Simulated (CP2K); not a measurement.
The C K edge of formaldehyde monohydrate was computed by TDDFT (CP2K XAS_TDP, aug-cc-pVDZ, TDA) at these levels: PBE0, PBEh(45%) and PBEh(45%) + GW2X. The first three lines of C1 (bonded to O and 2 H) with a strength over 0.0015, energy in eV and strength:

```tsv
run	first	second	third
1	281.22 (0.068)	286.71 (0.010)	287.57 (0.030)
2	288.67 (0.066)	294.15 (0.010)	295.02 (0.029)
3	276.22 (0.057)	280.34 (0.006)	281.14 (0.006)
```

Question: Which run is which?

Run 1: PBEh(45%) (45 % exact exchange). Run 2: PBEh(45%) + GW2X (45 % exact exchange). Run 3: PBE0 (25 % exact exchange). Self-interaction lifts the core level, so the uncorrected lines rise with the share of exact exchange. The GW2X run keeps the spacings of its parent: 5.48 eV between the first two lines in run 2, 5.49 eV in run 1. Its shift is +7.45 eV, since the Kohn–Sham level at this share of exchange lies that far above the quasiparticle level.

[Banner, clock and machine lines of the logs are left out without a mark of their own.]

[Logs are printed without paths, hosts, clocks, repeated set-up lines and the standing remarks that a program may print on its own settings, such as how far it seeks lower states.]

[Hosts, paths, dates, database ids (printed as entryN), source tags and the programs' standing remarks are cut or masked in the printed files.]
